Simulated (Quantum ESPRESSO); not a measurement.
# FePt: orders under biaxial strain

Wanted: the trend of the moments of FePt with biaxial strain.

Method: PBE; plane waves with GBRV 1.5 PBE potentials, no spin-orbit coupling, in Quantum ESPRESSO 7.5.

## 1. The starting structure

The structure is tetragonal, space group P4/mmm (No. 123). The conventional cell has a = 2.724 Å, b = 2.724 Å, c = 3.713 Å, α = 90.00°, β = 90.00°, γ = 90.00°. Nearest to Fe lie 8 Pt at 2.68 Å and 4 Fe at 2.72 Å. Pt has 8 Fe at 2.68 Å and 4 Pt at 2.72 Å nearest. Farther neighbours are not listed.

The lattice constants were typed from memory of published values and not checked against a source.

## 2. Biaxial 0.94, ferro +

Lengths in the Cartesian xy plane scale by the factor; z is kept. Atoms keep their fractional places. Seeded atoms are those given a starting moment.

Input file pw.in:

```
&CONTROL
  calculation = 'scf'
  prefix = 'pwscf'
  outdir = './tmp'
  pseudo_dir = './pseudo'
  disk_io = 'nowf'
  tprnfor = .true.
  tstress = .true.
/
&SYSTEM
  ibrav = 0
  celldm(1) = 8
  nat = 2
  ntyp = 2
  ecutwfc = 40
  ecutrho = 280
  nbnd = 24
  occupations = 'smearing'
  smearing = 'fd'
  degauss = 0.00367493
  nspin = 2
  starting_magnetization(1) = 0.175
  starting_magnetization(2) = 0
/
&ELECTRONS
  conv_thr = 4d-09
  electron_maxstep = 150
  mixing_beta = 0.3
/
ATOMIC_SPECIES
Fe     55.8450 fe_pbe_v1.5.uspp.F.UPF
Pt    195.0840 pt_pbe_v1.4.uspp.F.UPF
CELL_PARAMETERS alat
   0.6047946810746    0.0000000000000    0.0000000000000
   0.0000000000000    0.6047946810746    0.0000000000000
   0.0000000000000    0.0000000000000    0.8770691375919
ATOMIC_POSITIONS crystal
Fe      0.0000000000    0.0000000000    0.0000000000
Pt      0.5000000000    0.5000000000    0.5000000000
K_POINTS automatic
14 14 14 0 0 0
```

The run is started by

```console
$ OMP_NUM_THREADS=1 mpirun -n 4 pw.x -nk 4 -in pw.in > pw.out
```

What it wrote:

```text
Program PWSCF v.7.5 starts

     Message from routine setup:
     using ibrav=0 with symmetry is DISCOURAGED, use correct ibrav instead

     K-points division:     npool     =       4
     Subspace diagonalization in iterative solution of the eigenvalue problem:

     bravais-lattice index     =            0
     lattice parameter (alat)  =       8.0000  a.u.
     unit-cell volume          =     164.2554 (a.u.)^3
     number of atoms/cell      =            2
     number of atomic types    =            2
     number of electrons       =        32.00
     number of Kohn-Sham states=           24
     kinetic-energy cutoff     =      40.0000  Ry
     charge density cutoff     =     280.0000  Ry
     scf convergence threshold =      4.0E-09
     mixing beta               =       0.3000
     number of iterations used =            8  plain     mixing
     Exchange-correlation=  SLA  PW   PBX  PBC
                           (   1   4   3   4   0   0   0)

     celldm(1)=   8.000000  celldm(2)=   0.000000  celldm(3)=   0.000000
     celldm(4)=   0.000000  celldm(5)=   0.000000  celldm(6)=   0.000000

     crystal axes: (cart. coord. in units of alat)
               a(1) = (   0.604795   0.000000   0.000000 )
               a(2) = (   0.000000   0.604795   0.000000 )
               a(3) = (   0.000000   0.000000   0.877069 )

     reciprocal axes: (cart. coord. in units 2 pi/alat)
               b(1) = (  1.653454  0.000000  0.000000 )
               b(2) = (  0.000000  1.653454  0.000000 )
               b(3) = (  0.000000  0.000000  1.140161 )

     PseudoPot. # 1 for Fe read from file:
     fe_pbe_v1.5.uspp.F.UPF
     Pseudo is Ultrasoft + core correction, Zval = 16.0

     PseudoPot. # 2 for Pt read from file:
     pt_pbe_v1.4.uspp.F.UPF
     Pseudo is Ultrasoft + core correction, Zval = 16.0

     atomic species   valence    mass     pseudopotential
     Fe               16.00    55.84500     Fe( 1.00)
     Pt               16.00   195.08400     Pt( 1.00)

     Starting magnetic structure
     atomic species   magnetization
     Fe              0.175
     Pt              0.000

     16 Sym. Ops., with inversion, found

   Cartesian axes

     site n.     atom                  positions (alat units)
         1        Fe     tau(   1) = (   0.0000000   0.0000000   0.0000000  )
         2        Pt     tau(   2) = (   0.3023973   0.3023973   0.4385346  )

     number of k points=   288  Fermi-Dirac smearing, width (Ry)=  0.0037

     Number of k-points >= 100: set verbosity='high' to print them.

     Dense  grid:    12961 G-vectors     FFT dimensions: (  25,  25,  40)

     Smooth grid:     5609 G-vectors     FFT dimensions: (  20,  20,  30)

     Check: negative core charge=   -0.000028
     Generating pointlists ...
     new r_m :   0.2495 (alat units)  1.9958 (a.u.) for type    1
     new r_m :   0.2495 (alat units)  1.9958 (a.u.) for type    2

     Initial potential from superposition of free atoms

     starting charge      30.5000, renormalised to      32.0000

     negative rho (up, down):  9.895E-02 9.905E-02
     Starting wfcs are   25 randomized atomic wfcs

     Self-consistent Calculation

     iteration #  1     ecut=    40.00 Ry     beta= 0.30
     Davidson diagonalization with overlap
     ethr =  1.00E-02,  avg # of iterations =  4.5

     negative rho (up, down):  9.178E-02 9.183E-02

     total energy              =    -458.70852178 Ry
     estimated scf accuracy    <       7.72644954 Ry

     total magnetization       =     0.69 Bohr mag/cell
     absolute magnetization    =     0.88 Bohr mag/cell

     iteration #  2     ecut=    40.00 Ry     beta= 0.30
     Davidson diagonalization with overlap
     ethr =  1.00E-02,  avg # of iterations =  2.1

     negative rho (up, down):  9.248E-02 9.251E-02

     total energy              =    -460.07408374 Ry
     estimated scf accuracy    <      12.59777019 Ry

     total magnetization       =     0.65 Bohr mag/cell
     absolute magnetization    =     0.76 Bohr mag/cell

     [... further iterations left out ...]

     iteration # 14     ecut=    40.00 Ry     beta= 0.30
     Davidson diagonalization with overlap
     ethr =  5.83E-10,  avg # of iterations =  2.2

     negative rho (up, down):  9.125E-02 8.749E-02

     total energy              =    -461.04562195 Ry
     estimated scf accuracy    <       0.00000009 Ry

     total magnetization       =     3.00 Bohr mag/cell
     absolute magnetization    =     3.16 Bohr mag/cell

     iteration # 15     ecut=    40.00 Ry     beta= 0.30
     Davidson diagonalization with overlap
     ethr =  2.88E-10,  avg # of iterations =  1.8

     negative rho (up, down):  9.124E-02 8.749E-02

     Magnetic moment per site  (integrated on atomic sphere of radius R)
     atom   1 (R=0.249)  charge= 14.6597  magn=  2.7061
     atom   2 (R=0.249)  charge= 13.5239  magn=  0.3455

     End of self-consistent calculation

     Number of k-points >= 100: set verbosity='high' to print the bands.

     the Fermi energy is    23.2936 ev

!    total energy              =    -461.04562202 Ry
     estimated scf accuracy    <          3.9E-09 Ry
     smearing contrib. (-TS)   =      -0.00073662 Ry
     internal energy E=F+TS    =    -461.04488540 Ry

     The total energy is F=E-TS. E is the sum of the following terms:
     one-electron contribution =    -123.08805808 Ry
     hartree contribution      =      88.67226773 Ry
     xc contribution           =     -86.42350079 Ry
     ewald contribution        =    -340.20559426 Ry

     total magnetization       =     3.00 Bohr mag/cell
     absolute magnetization    =     3.16 Bohr mag/cell

     convergence has been achieved in  15 iterations

     negative rho (up, down):  9.124E-02 8.749E-02

     Forces acting on atoms (cartesian axes, Ry/au):

     atom    1 type  1   force =     0.00000000    0.00000000    0.00000000
     atom    2 type  2   force =     0.00000000    0.00000000    0.00000000

     Total force =     0.000000     Total SCF correction =     0.000000

     Computing stress (Cartesian axis) and pressure

     negative rho (up, down):  9.124E-02 8.749E-02
          total   stress  (Ry/bohr**3)                   (kbar)     P=      406.86
   0.00307142   0.00000000   0.00000000          451.82        0.00        0.00
   0.00000000   0.00307142   0.00000000            0.00      451.82        0.00
   0.00000000   0.00000000   0.00215441            0.00        0.00      316.92

=------------------------------------------------------------------------------=
   JOB DONE.
=------------------------------------------------------------------------------=
```

Run time: 38 s. Hardware: 4 MPI ranks of Arm Neoverse V1, shared host; peak memory 0.39 GiB; 2.5 min of CPU time.

Spin moment in the atom's sphere by atom:

```csv
atom,spin moment in the atom's sphere (μB)
Fe1,2.71
Pt2,0.35
```

Numbers from this step:

```
smearing term TS       : 0.01002 eV
pressure               : 40.69 GPa
magnetization          : 2.999 μB
absolute magnetization : 3.161 μB
final state            : ferromagnetic
```

## 3. Biaxial 0.94, no spin polarisation

pw.in, as its differences from that of step 2:

```diff
@@ -16,3 +16,3 @@
   ecutrho = 280
-  nbnd = 24
+  nbnd = 23
   occupations = 'smearing'
@@ -20,5 +20,2 @@
   degauss = 0.00367493
-  nspin = 2
-  starting_magnetization(1) = 0.175
-  starting_magnetization(2) = 0
 /
```

What it wrote:

```text
     [... lines left out ...]
Program PWSCF v.7.5 starts
     [... lines left out ...]
     number of atoms/cell      =            2
     [... lines left out ...]
     number of electrons       =        32.00
     number of Kohn-Sham states=           23
     kinetic-energy cutoff     =      40.0000  Ry
     charge density cutoff     =     280.0000  Ry
     scf convergence threshold =      4.0E-09
     [... lines left out ...]
     16 Sym. Ops., with inversion, found
     [... lines left out ...]
     number of k points=   288  Fermi-Dirac smearing, width (Ry)=  0.0037
     [... lines left out ...]
     iteration # 14     ecut=    40.00 Ry     beta= 0.30
     [... lines left out ...]
     the Fermi energy is    23.2820 ev
!    total energy              =    -461.01396335 Ry
     estimated scf accuracy    <          5.1E-10 Ry
     smearing contrib. (-TS)   =      -0.00217649 Ry
     [... lines left out ...]
     convergence has been achieved in  14 iterations
     [... lines left out ...]
     Total force =     0.000000     Total SCF correction =     0.000000
     [... lines left out ...]
          total   stress  (Ry/bohr**3)                   (kbar)     P=      213.93
     [... lines left out ...]
```

Run time: 18 s. Hardware: 4 MPI ranks; peak memory 0.3 GiB; 72 s of CPU time.

This step gave:

| Property | Result |
| --- | --- |
| smearing term TS | 0.02961 eV |
| pressure | 21.39 GPa |
| final state | non-magnetic (no spin polarisation) |

## 4. Biaxial 1.06, ferro +

pw.in, as its differences from that of step 3:

```diff
@@ -16,3 +16,3 @@
   ecutrho = 280
-  nbnd = 23
+  nbnd = 24
   occupations = 'smearing'
@@ -20,2 +20,5 @@
   degauss = 0.00367493
+  nspin = 2
+  starting_magnetization(1) = 0.175
+  starting_magnetization(2) = 0
 /
@@ -30,4 +33,4 @@
 CELL_PARAMETERS alat
-   0.6047946810746    0.0000000000000    0.0000000000000
-   0.0000000000000    0.6047946810746    0.0000000000000
+   0.6820025127011    0.0000000000000    0.0000000000000
+   0.0000000000000    0.6820025127011    0.0000000000000
    0.0000000000000    0.0000000000000    0.8770691375919
```

What it wrote:

```text
     [... lines left out ...]
Program PWSCF v.7.5 starts
     [... lines left out ...]
     number of atoms/cell      =            2
     [... lines left out ...]
     number of electrons       =        32.00
     number of Kohn-Sham states=           24
     kinetic-energy cutoff     =      40.0000  Ry
     charge density cutoff     =     280.0000  Ry
     scf convergence threshold =      4.0E-09
     [... lines left out ...]
     16 Sym. Ops., with inversion, found
     [... lines left out ...]
     number of k points=   288  Fermi-Dirac smearing, width (Ry)=  0.0037
     [... lines left out ...]
     iteration # 14     ecut=    40.00 Ry     beta= 0.30
     [... lines left out ...]
     Magnetic moment per site  (integrated on atomic sphere of radius R)
     atom   1 (R=0.269)  charge= 14.7055  magn=  3.2171
     atom   2 (R=0.269)  charge= 13.9537  magn=  0.4383
     [... lines left out ...]
     the Fermi energy is    17.3944 ev
!    total energy              =    -461.06536398 Ry
     estimated scf accuracy    <          2.2E-09 Ry
     smearing contrib. (-TS)   =      -0.00108855 Ry
     [... lines left out ...]
     total magnetization       =     3.59 Bohr mag/cell
     absolute magnetization    =     3.78 Bohr mag/cell
     convergence has been achieved in  14 iterations
     [... lines left out ...]
     Total force =     0.000000     Total SCF correction =     0.000000
     [... lines left out ...]
          total   stress  (Ry/bohr**3)                   (kbar)     P=     -156.22
     [... lines left out ...]
```

Elapsed: 65 s, on 4 MPI ranks; peak memory 0.45 GiB.

This step gave:

- smearing term TS: 0.01481 eV
- pressure: -15.62 GPa
- magnetization: 3.588 μB
- absolute magnetization: 3.781 μB
- final state: ferromagnetic
- largest moment: 3.217 μB

## 5. All points

The runs not shown differ from these in the moved quantity alone.

States, by row:

```csv
biaxial,ferro +,no spin polarisation
0.94,ferromagnetic,non-magnetic
0.955,ferromagnetic,non-magnetic
0.97,ferromagnetic,non-magnetic
0.985,ferromagnetic,non-magnetic
1,ferromagnetic,non-magnetic
1.015,ferromagnetic,non-magnetic
1.03,ferromagnetic,non-magnetic
1.045,ferromagnetic,non-magnetic
1.06,ferromagnetic,non-magnetic
```

Table of largest site moment, ferro + by biaxial:

```csv
biaxial (factor),"largest site moment, ferro + (μB)"
0.9400,2.71
0.9550,2.78
0.9700,2.86
0.9850,2.94
1.0000,3.00
1.0150,3.06
1.0300,3.12
1.0450,3.17
1.0600,3.22
```

Table of energy less that of the parallel start, no spin polarisation by biaxial:

```csv
biaxial (factor),"energy less that of the parallel start, no spin polarisation (meV a seeded atom)"
0.9400,431
0.9550,520
0.9700,611
0.9850,702
1.0000,793
1.0150,884
1.0300,974
1.0450,1060
1.0600,1143
```

The energy over the lowest by biaxial; values in meV an atom:

```csv
biaxial (factor),ferro +,no spin polarisation
0.9400,220,435
0.9550,125,385
0.9700,59.6,365
0.9850,19.1,370
1.0000,0.333,397
1.0150,0,442
1.0300,15.3,502
1.0450,44.5,575
1.0600,85.7,657
```

## 6. What came out

* moment, parallel start: 2.71 to 3.22 μB
* states met from these starts: ferromagnetic

What this shows: The moment of the parallel start goes from 2.71 μB at 0.94 to 3.22 μB at 1.06. The net moment of the cell goes from 3.00 to 3.59 μB. The radius of the spheres follows the nearest distance, so part of the change of the site moments is the spheres'. Only a parallel start was run beside the spinless one, so opposed or spiral orders, which may lie lower, are not probed.

[Logs and program files are shortened in this print: banners, set-up blocks, solver, clock and traceback lines can be left out without a mark of their own.]

[Logs are printed without paths, hosts, clocks, repeated set-up lines and the standing remarks that a program may print on its own settings, such as how far it seeks lower states.]

[Hosts, paths, dates, database ids (printed as entryN), source tags and the programs' standing remarks are cut or masked in the printed files.]

[Where a cell is said to come from a database of computed structures, the database is the Materials Project.]
